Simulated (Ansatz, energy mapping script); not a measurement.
**Spin model of ScNiO2 in the infinite layer structure from collinear orders**

Wanted: the magnetic order of ScNiO2 in the infinite layer structure, its couplings and an estimate of its ordering temperature, by PBEsol.

Main program and level: Ansatz 0.2.0; PBEsol; plane waves, collinear spin, no spin–orbit coupling.

### 1. The starting structure

The structure is tetragonal, space group P4/mmm (No. 123). Conventional cell: a = 3.831 Å, b = 3.831 Å, c = 2.882 Å, α = 90.00°, β = 90.00°, γ = 90.00°. Nearest to Sc lie 8 O at 2.40 Å. Ni has 4 O at 1.92 Å nearest. O has 2 Ni at 1.92 Å and 4 Sc at 2.40 Å nearest. infinite layer prototype, lattice guessed from radii. Farther neighbours and most contacts between anions are not listed.

This cell was built for the study (infinite layer prototype, lattice guessed from radii), not taken from an experiment; the compound need not form in this structure.

The cell was relaxed beforehand in Ansatz under PBE with U = 6 eV on Ni d, ortho-atomic projectors, from parallel moments.

No correction acts on the open shell here, which makes this the cheap baseline.

### 2. Parallel start in cell A (8 atoms)

Each cell gets its own parallel run on the same mesh, so that most of the mesh error cancels in the differences.

File input.yaml:

```yaml
crystal:
  lattice:
    - [3.830613561, 0.0, 0.0]
    - [0.0, 3.830613561, 0.0]
    - [0.0, 0.0, 5.764666698]
  atoms:
    - { symbol: Sc, position: [0.5, 0.5, 0.25] }
    - { symbol: Sc, position: [0.5, 0.5, 0.75] }
    - { symbol: Ni, position: [0.0, 0.0, 0.0], spin: 2.0 }
    - { symbol: Ni, position: [0.0, 0.0, 0.5], spin: 2.0 }
    - { symbol: O, position: [0.5, 0.0, 0.0] }
    - { symbol: O, position: [0.5, 0.0, 0.5] }
    - { symbol: O, position: [0.0, 0.5, 0.0] }
    - { symbol: O, position: [0.0, 0.5, 0.5] }
magnetization:
  spin_polarized: true
kpoints:
  mp_grid: { grid: [10, 10, 6] }
hamiltonian:
  xc: pbesol
scf:
  occupations: { method: fermi_dirac, width: 0.05 }
output:
  eigenvalues: true
```

Launch:

```bash
ansatz run input.yaml --threads 4 --pin off --max-ram 8192MiB --backend cpu --events-out ev --progress --plain --runs-dir out
```

Numbers of over 12 decimals in the logs are rounded to 6 here.

Output:

```text
Engine: ansatz 0.2.0, aarch64-unknown-linux-gnu
Pseudopotentials: kind: paw
Pseudopotential: Sc, paw, valence charge 11, recommended cutoff 420 eV (normal), Sc.paw.azcp
Pseudopotential: Ni, paw, valence charge 18, recommended cutoff 420 eV (normal), Ni.paw.azcp
Pseudopotential: O, paw, valence charge 6, recommended cutoff 420 eV (normal), O.paw.azcp
Functional definition: PBEsol
  exchange = pbesol_x
  correlation = pbesol_c
Crystal: 8 atoms, lattice volume = 84.588 Å³
Basis set: ecut = 420 eV, 1651 PW (Γ)
Bands: 52, of which v1, the nominal top of the filled ones, is band 41 counted from 1 (40 counted from 0)
Symmetry: 32 space group operations
Space group: P4/mmm (ITA 123), of the structure as read, at distance tolerance 4.4e-5 Å
Magnetic group: BNS 123.339 (UNI 999), of the structure as read, at distance tolerance 4.4e-5 Å
k-points: 84 of 600
Non-local potential: Sc, projectors of the file, l = 0: 3, l = 1: 2, l = 2: 3, l = 3: 1
Non-local potential: Ni, projectors of the file, l = 0: 3, l = 1: 2, l = 2: 3, l = 3: 1
Non-local potential: O, projectors of the file, l = 0: 2, l = 1: 2, l = 2: 1
PAW form: soft (Blöchl's): semilocal exchange-correlation on the pseudo side does not see the compensation charge
PAW frozen core: Sc, regenerated for the run's functional, and the local potential with it (the file was generated under x = pbe(κ = 0.804, μ = 0.219515), c = pbe(β = 0.066725))
PAW frozen core: Ni, regenerated for the run's functional, and the local potential with it (the file was generated under x = pbe(κ = 0.804, μ = 0.219515), c = pbe(β = 0.066725))
PAW frozen core: O, regenerated for the run's functional, and the local potential with it (the file was generated under x = pbe(κ = 0.804, μ = 0.219515), c = pbe(β = 0.066725))
PAW one-centre angular grid: Sc, 590 points (default); XC on 64 Gauss nodes
PAW one-centre angular grid: Ni, 590 points (default); XC on 64 Gauss nodes
PAW one-centre angular grid: O, 110 points (default); XC on 64 Gauss nodes
Initial density: superposition of atomic densities (chi_scale 0.1, normalization cell, long waves kept (reshape's long-wave potential 0.00 eV rms))
Starting moments: Σ|m| = 4 μB on 2 of 8 sites
Initial wavefunctions: pseudopotential atomic-orbital guess
Functional: x = pbesol(κ = 0.804, μ = 0.123457), c = pbesol(β = 0.046)
SCF iter   1: F=—  HF=-18078.494628 eV  |F-HF|=—  |Δ(HF+E_count)|=         —  Δρ=1.81e-1 (↑7.13e-2 ↓1.81e-1)  dr2=1.62e1  dr2_m=9.28e0  M=0.802 μB ∫|m|=0.968 μB  β_m=0.30  ethr=3.10e-3  ⟨swp⟩=5.8  Hψ=27241  notcnv=0
Mixer restart at iter 1: flushing history
preconditioner: auto → Kerker (q_TF=auto, 2.714 Å⁻¹)  [metal: Δε(μ)=0.003 eV  Ē_g=12.471 eV  σ=0.050 eV  W_gap=0.01  n_scr=28 (ndim 8)  ℏωp=31.8 eV  f_vac=0.000  D(μ)=3.67/eV (n_scr^D=36)]
spin=Collinear: Kerker preconditioning applied to the charge; magnetization (m = ρ↑ − ρ↓) channel mixes plain (no charge-response kernel on spin).
SCF iter   2: F=—  HF=-18080.056263 eV  |F-HF|=—  |Δ(HF+E_count)|=    1.56e0  Δρ=9.67e-2 (↑6.52e-2 ↓9.67e-2)  dr2=2.03e0  dr2_m=4.48e0  M=0.825 μB ∫|m|=1.017 μB  β_m=0.46  ethr=3.10e-3  ⟨swp⟩=2.8  Hψ=18465  notcnv=0  defer=475
SCF iter   3: F=—  HF=-18081.350227 eV  |F-HF|=—  |Δ(HF+E_count)|=    1.29e0  Δρ=7.75e-2 (↑1.46e-2 ↓7.75e-2)  dr2=4.09e0  dr2_m=1.45e0  M=0.451 μB ∫|m|=0.586 μB  β_m=0.52  ethr=2.48e-3  ⟨swp⟩=2.3  Hψ=12488  notcnv=0  defer=511
SCF iter   4: F=—  HF=-18081.823333 eV  |F-HF|=—  |Δ(HF+E_count)|=   4.73e-1  Δρ=2.00e-2 (↑2.00e-2 ↓9.66e-3)  dr2=2.52e-1  dr2_m=7.72e-2  M=0.415 μB ∫|m|=0.523 μB  β_m=0.53  ethr=2.48e-3  ⟨swp⟩=3.5  Hψ=16649  notcnv=0  defer=518
SCF iter   5: F=—  HF=-18081.687052 eV  |F-HF|=—  |Δ(HF+E_count)|=   1.36e-1  Δρ=6.14e-3 (↑6.14e-3 ↓5.73e-3)  dr2=8.46e-2  dr2_m=6.73e-3  M=0.330 μB ∫|m|=0.408 μB  β_m=0.77  ethr=3.08e-4  ⟨swp⟩=2.4  Hψ=15569  notcnv=0  defer=474
SCF iter   6: F=—  HF=-18081.721043 eV  |F-HF|=—  |Δ(HF+E_count)|=   3.40e-2  Δρ=7.88e-3 (↑7.88e-3 ↓5.33e-3)  dr2=1.01e-1  dr2_m=1.54e-3  M=0.299 μB ∫|m|=0.359 μB  β_m=0.88  ethr=1.03e-4  ⟨swp⟩=2.1  Hψ=12165  notcnv=0  defer=474
SCF iter   7: F=—  HF=-18081.724909 eV  |F-HF|=—  |Δ(HF+E_count)|=   3.87e-3  Δρ=1.87e-3 (↑1.87e-3 ↓1.61e-3)  dr2=9.31e-3  dr2_m=5.54e-5  M=0.244 μB ∫|m|=0.289 μB  β_m=0.88  ethr=1.03e-4  ⟨swp⟩=2.0  Hψ=11668  notcnv=0  defer=474
SCF iter   8: F=—  HF=-18081.724238 eV  |F-HF|=—  |Δ(HF+E_count)|=   6.71e-4  Δρ=6.73e-4 (↑2.10e-4 ↓6.73e-4)  dr2=1.93e-4  dr2_m=1.24e-4  M=0.229 μB ∫|m|=0.270 μB  β_m=0.94  ethr=1.14e-5  ⟨swp⟩=2.0  Hψ=11725  notcnv=0  defer=466
SCF iter   9: F=—  HF=-18081.724242 eV  |F-HF|=—  |Δ(HF+E_count)|=   4.00e-6  Δρ=5.27e-4 (↑5.27e-4 ↓2.25e-4)  dr2=1.06e-4  dr2_m=1.05e-4  M=0.220 μB ∫|m|=0.257 μB  β_m=0.97  ethr=2.35e-7  ⟨swp⟩=2.0  Hψ=12214  notcnv=0  defer=464
[...]
SCF 1 converged in 17 iterations: F = -18081.724269 eV  dr2 = 5.28e-11
  greatest PAW one-centre occupation: 1.001 electrons in one spin orbital (limit 2), on the Ni atom at site 3 (counted from 0), in its partial waves of l = 1
Symmetry: 16 space group operations
Initial density: read from a saved state, or passed on in memory by an earlier SCF of this step, an earlier step, the calling program or the single point that the run made first
[...]
spin=Collinear: Kerker preconditioning applied to the charge; magnetization (m = ρ↑ − ρ↓) channel mixes plain (no charge-response kernel on spin).
[...]
SCF 2 converged in 8 iterations: F = -18081.725615 eV  dr2 = 1.62e-9
  greatest PAW one-centre occupation: 1.002 electrons in one spin orbital (limit 2), on the Ni atom at site 2 (counted from 0), in its partial waves of l = 1
[...]
preconditioner: auto → Kerker (q_TF=auto, 2.714 Å⁻¹)  [metal: Δε(μ)=0.047 eV  Ē_g=12.899 eV  σ=0.050 eV  W_gap=0.22  n_scr=28 (ndim 8)  ℏωp=31.8 eV  f_vac=0.000  D(μ)=3.11/eV (n_scr^D=28)]
spin=Collinear: Kerker preconditioning applied to the charge; magnetization (m = ρ↑ − ρ↓) channel mixes plain (no charge-response kernel on spin).
[...]
SCF 3 converged in 2 iterations: F = -18081.725615 eV  dr2 = 3.33e-9
  greatest PAW one-centre occupation: 1.002 electrons in one spin orbital (limit 2), on the Ni atom at site 3 (counted from 0), in its partial waves of l = 1
Starting moments: Σ|m| = 6 μB on 4 of 8 sites
[...]
preconditioner: auto → Kerker (q_TF=auto, 2.714 Å⁻¹)  [metal: Δε(μ)=0.005 eV  Ē_g=13.375 eV  σ=0.050 eV  W_gap=0.03  n_scr=28 (ndim 8)  ℏωp=31.8 eV  f_vac=0.000  D(μ)=1.74/eV (n_scr^D=6)]
spin=Collinear: Kerker preconditioning applied to the charge; magnetization (m = ρ↑ − ρ↓) channel mixes plain (no charge-response kernel on spin).
[...]
spin-set hold released at iteration 6 (site moments contracting): the magnetisation degrees of freedom join the quasi-Newton model from the next iteration; the mixer history was flushed
[...]
SCF iter  18: F=—  HF=-18081.724269 eV  |F-HF|=—  |Δ(HF+E_count)|=   1.68e-7  Δρ=9.42e-6 (↑9.42e-6 ↓7.05e-6)  dr2=2.21e-7  dr2_m=9.77e-9  M=0.165 μB ∫|m|=0.190 μB  β_m=0.99  ethr=5.43e-10  ⟨swp⟩=2.0  Hψ=13555  notcnv=0  defer=470
iter 19 did not close the SCF: its close was put off for a magnetic moment that had not settled (scf_convergence_deferred on its scf_iter line)
SCF iter  19: F=-18081.724269 eV  HF=-18081.724269 eV  |F-HF|=9.23e-8  |Δ(HF+E_count)|=   4.01e-8  Δρ=7.50e-6 (↑7.50e-6 ↓4.96e-6)  dr2=9.22e-8  dr2_m=2.93e-9  M=0.166 μB ∫|m|=0.191 μB  β_m=0.79  ethr=1.22e-10  ⟨swp⟩=3.0  Hψ=20671  notcnv=0
iter 20 did not close the SCF: its close was put off for a magnetic moment that had not settled (scf_convergence_deferred on its scf_iter line)
SCF iter  20: F=-18081.724269 eV  HF=-18081.724269 eV  |F-HF|=3.17e-10  |Δ(HF+E_count)|=   1.81e-9  Δρ=1.81e-6 (↑1.21e-6 ↓1.81e-6)  dr2=6.92e-10  dr2_m=1.64e-9  M=0.167 μB ∫|m|=0.192 μB  β_m=0.90  ethr=1.12e-10  ⟨swp⟩=2.0  Hψ=21124  notcnv=0
iter 21 did not close the SCF: its close was put off for a magnetic moment that had not settled (scf_convergence_deferred on its scf_iter line)
SCF iter  21: F=-18081.724269 eV  HF=-18081.724269 eV  |F-HF|=4.98e-10  |Δ(HF+E_count)|=   8.48e-9  Δρ=1.12e-6 (↑1.12e-6 ↓1.10e-6)  dr2=2.65e-10  dr2_m=8.88e-10  M=0.167 μB ∫|m|=0.192 μB  β_m=0.95  ethr=1.00e-12  ⟨swp⟩=1.1  Hψ=30205  notcnv=0
iter 22 did not close the SCF: its close was put off for a magnetic moment that had not settled (scf_convergence_deferred on its scf_iter line)
SCF iter  22: F=-18081.724269 eV  HF=-18081.724269 eV  |F-HF|=5.89e-10  |Δ(HF+E_count)|=   3.66e-9  Δρ=9.69e-7 (↑6.93e-7 ↓9.69e-7)  dr2=9.27e-10  dr2_m=3.39e-10  M=0.168 μB ∫|m|=0.193 μB  β_m=0.97  ethr=1.00e-12  ⟨swp⟩=1.8  Hψ=25115  notcnv=0
SCF iter  23: F=-18081.724269 eV  HF=-18081.724269 eV  |F-HF|=8.08e-10  |Δ(HF+E_count)|=   1.38e-9  Δρ=5.53e-7 (↑5.34e-7 ↓5.53e-7)  dr2=7.91e-10  dr2_m=4.64e-12  M=0.168 μB ∫|m|=0.193 μB  ethr=1.00e-12  ⟨swp⟩=1.4  Hψ=24842  notcnv=0
SCF 4 converged in 23 iterations: F = -18081.724269 eV  dr2 = 7.91e-10
WARN: the starting moments were not kept: 1 of 2 ended reversed and 1 kept their direction, counting a site from 0.1 of the cell's largest site moment. The largest reversed, site 2 (counted from 0, in the order of the report's site_moments_mub), started with +2.0 μB and closes at -1.8e-1 μB in its sphere. The net magnetisation is 1.6e-6 μB in size, at most 0.1 of the 4 μB that the starting moments add up to as vector [...]
SCF converged after 2 iterations
Stability not told: the lowest value that the SCF's own minimisation read on its close, 1.4e-1 (residual 2.5e-3), is positive but too near zero to vouch for directions that it does not look along: no lower mode is shown, and none is ruled out
Magnetization: -0.0000 μB (41.0000 up, 41.0000 down)
Absolute magnetization: 0.4513 μB (∫|ρ↑−ρ↓|, with the PAW one-centre terms)
Spin contamination: 0.1416 ħ² per cell (⟨S²⟩ above its minimum at these occupations)
Per-site moments (μB) at R_I (Å): [(4.539879060413407e-8, 0.988741), (4.539879059913649e-8, 0.988741), (-0.184402, 0.790064), (0.184401, 0.790064), (-0.012499, 0.790064), (0.012499, 0.790064), (-0.012499, 0.790064), (0.012499, 0.790064)]
Free energy (F): -18081.725615 eV
Harris-Foulkes:  -18081.725615 eV  (|F-HF|=3.30e-9)
Internal energy: -18081.699579 eV  (E = F + TS)
E sigma→0 (E₀):  -18081.712597 eV
Entropy (-TS):   -0.026036 eV (-3.255 meV/atom)
Fermi energy:    13.757518 eV
--- Per-component energies (eV) ---
  E_band       = -911.615033
  E_kinetic    = 1782.610880
  E_local      = -10905.700552  (includes V_loc(G=0)·N_el)
  E_nonlocal   = 1642.020298
  E_hartree    = 4425.073839
  E_xc         = -666.917871
  E_vxc        = -849.789216  (∫ρ·V_xc dr)
  E_paw        = -5668.059990  (= ΣΔE_a)
  E_vpaw       = -1430.911722  (= ΣTr[D̂ρ^β])
  E_aug_tail   = 0.010448  (compensation charges beyond the density's cutoff)
  E_ewald      = -8691.530409
  E_core_change = 0.793779  (= ΣΔE_core)
  E_smearing   = -0.026036  (= −TS)
  E_closure    = 0.000000  (closes the sum)
  Σ components = -18081.725615   (vs F -18081.725615, Δ=0.00e0)
--- Band table (eV; the first three rows and the last of 168) ---
  k-point 0 ↑: bands = [... 37 lower, 12.3703, 12.3703, 12.3830, 12.8446, 12.8862, 13.1440, 15.5472, 15.5651, ... 7 higher]
  k-point 1 ↑: bands = [... 37 lower, 12.3279, 12.3279, 12.3891, 12.8485, 13.0206, 13.1026, 15.5486, 15.5648, ... 7 higher]
  k-point 2 ↑: bands = [... 37 lower, 12.2123, 12.2123, 12.3970, 12.7238, 12.8540, 13.6851, 15.5516, 15.5638, ... 7 higher]
  k-point 83 ↓: bands = [... 37 lower, 13.0963, 13.2211, 13.2211, 15.3808, 15.4227, 15.4882, 15.4932, 15.8817, ... 7 higher]
```

Wall time 2.3 min (4 threads of Arm Neoverse V2, shared host); peak memory 2.2 GiB.

Spin moment in the sphere by atom:

| atom | spin moment in the sphere (μB) |
| --- | --- |
| Sc1 | 0.000 |
| Sc2 | 0.000 |
| Ni3 | -0.184 |
| Ni4 | 0.184 |
| O5 | -0.012 |
| O6 | 0.012 |
| O7 | -0.012 |
| O8 | 0.012 |

The run ends antiferromagnetic, not as typed: a moment turned or collapsed in the SCF or in the program's search for a lower state.

### 3. Order 2: parallel, cell B of 8 atoms

The parallel order again, as the reference for this cell.

This run holds the same structure in another cell (a 3.831 → 2.882 Å, c 5.765 → 7.661 Å).

input.yaml, the sections that differ from step 2:

```yaml
crystal:
  lattice:
    - [0.0, 0.0, 2.882333349]
    - [3.830613561, 0.0, 0.0]
    - [0.0, 7.661227122, 0.0]
  atoms:
    - { symbol: Sc, position: [0.5, 0.5, 0.25] }
    - { symbol: Sc, position: [0.5, 0.5, 0.75] }
    - { symbol: Ni, position: [0.0, 0.0, 0.0], spin: 2.0 }
    - { symbol: Ni, position: [0.0, 0.0, 0.5], spin: 2.0 }
    - { symbol: O, position: [0.0, 0.5, 0.0] }
    - { symbol: O, position: [0.0, 0.5, 0.5] }
    - { symbol: O, position: [0.0, 0.0, 0.25] }
    - { symbol: O, position: [0.0, 0.0, 0.75] }
kpoints:
  mp_grid: { grid: [12, 10, 5] }
# magnetization, hamiltonian, scf, output: as in step 2
```

Output:

```text
[...]
Crystal: 8 atoms, lattice volume = 84.588 Å³
Basis set: ecut = 420 eV, 1629 PW (Γ)
Bands: 52, of which v1, the nominal top of the filled ones, is band 41 counted from 1 (40 counted from 0)
Symmetry: 16 space group operations
[...]
k-points: 126 of 600
[...]
Starting moments: Σ|m| = 4 μB on 2 of 8 sites
[...]
SCF iter   1: F=—  HF=-18078.473869 eV  |F-HF|=—  |Δ(HF+E_count)|=         —  Δρ=1.82e-1 (↑7.13e-2 ↓1.82e-1)  dr2=1.63e1  dr2_m=9.30e0  M=0.803 μB ∫|m|=0.965 μB  β_m=0.30  ethr=3.10e-3  ⟨swp⟩=5.8  Hψ=40733  notcnv=0  defer=5
[...]
SCF iter  18: F=-18081.724269 eV  HF=-18081.724269 eV  |F-HF|=8.00e-11  |Δ(HF+E_count)|=  2.69e-10  Δρ=3.61e-7 (↑3.61e-7 ↓3.54e-7)  dr2=1.76e-10  dr2_m=5.36e-11  M=0.168 μB ∫|m|=0.193 μB  ethr=1.00e-12  ⟨swp⟩=6.8  Hψ=46601  notcnv=0
SCF 1 converged in 18 iterations: F = -18081.724269 eV  dr2 = 1.76e-10
[...]
Starting moments: Σ|m| = 6 μB on 4 of 8 sites
[...]
SCF 2 converged in 23 iterations: F = -18081.724269 eV  dr2 = 2.23e-10
SCF converged after 18 iterations
Magnetization: 0.1681 μB (41.0840 up, 40.9160 down)
Absolute magnetization: 0.1931 μB (∫|ρ↑−ρ↓|, with the PAW one-centre terms)
[...]
Per-site moments (μB) at R_I (Å): [(-0.00334506, 0.988741), (-0.00334506, 0.988741), (0.075857, 0.790064), (0.075857, 0.790064), (0.00458614, 0.790064), (0.00458614, 0.790064), (0.00458614, 0.790064), (0.00458614, 0.790064)]
Free energy (F): -18081.724269 eV
[...]
Internal energy: -18081.695611 eV  (E = F + TS)
E sigma→0 (E₀):  -18081.709940 eV
Entropy (-TS):   -0.028658 eV (-3.582 meV/atom)
Fermi energy:    13.769994 eV
[...]
--- Band table (eV; the first three rows and the last of 252) ---
  k-point 0 ↑: bands = [... 37 lower, 12.3880, 12.4801, 12.7716, 12.8925, 13.3600, 13.3904, 13.6225, 15.5589, ... 7 higher]
  k-point 1 ↑: bands = [... 37 lower, 12.4718, 12.6645, 12.6707, 12.9904, 13.3087, 13.3209, 13.5670, 15.5643, ... 7 higher]
  k-point 2 ↑: bands = [... 37 lower, 12.3863, 12.7727, 12.9715, 13.0837, 13.1992, 13.1994, 13.4106, 15.5677, ... 7 higher]
  k-point 125 ↓: bands = [... 37 lower, 12.9752, 13.4780, 13.6258, 14.0137, 14.6397, 14.8055, 15.1508, 15.5453, ... 7 higher]
```

Run time: 63 s. Hardware: 4 threads; peak memory 1 GiB.

Spin moment in the sphere by atom:

| atom | spin moment in the sphere (μB) |
| --- | --- |
| Sc1 | -0.0033 |
| Sc2 | -0.0033 |
| Ni3 | 0.0759 |
| Ni4 | 0.0759 |
| O5 | 0.0046 |
| O6 | 0.0046 |
| O7 | 0.0046 |
| O8 | 0.0046 |

The run ends weakly magnetic, not as typed: a moment turned or collapsed in the SCF or in the program's search for a lower state.

[end of part 1 of 2]

[Logs and program files are shortened in this print: banners, set-up blocks, solver, clock and traceback lines can be left out without a mark of their own.]

[Logs are printed without paths, hosts, clocks, repeated set-up lines and the standing remarks that a program may print on its own settings, such as how far it seeks lower states.]

[Hosts, paths, dates, database ids (printed as entryN), source tags and the programs' standing remarks are cut or masked in the printed files.]

[Where a cell is said to come from a database of computed structures, the database is the Materials Project.]
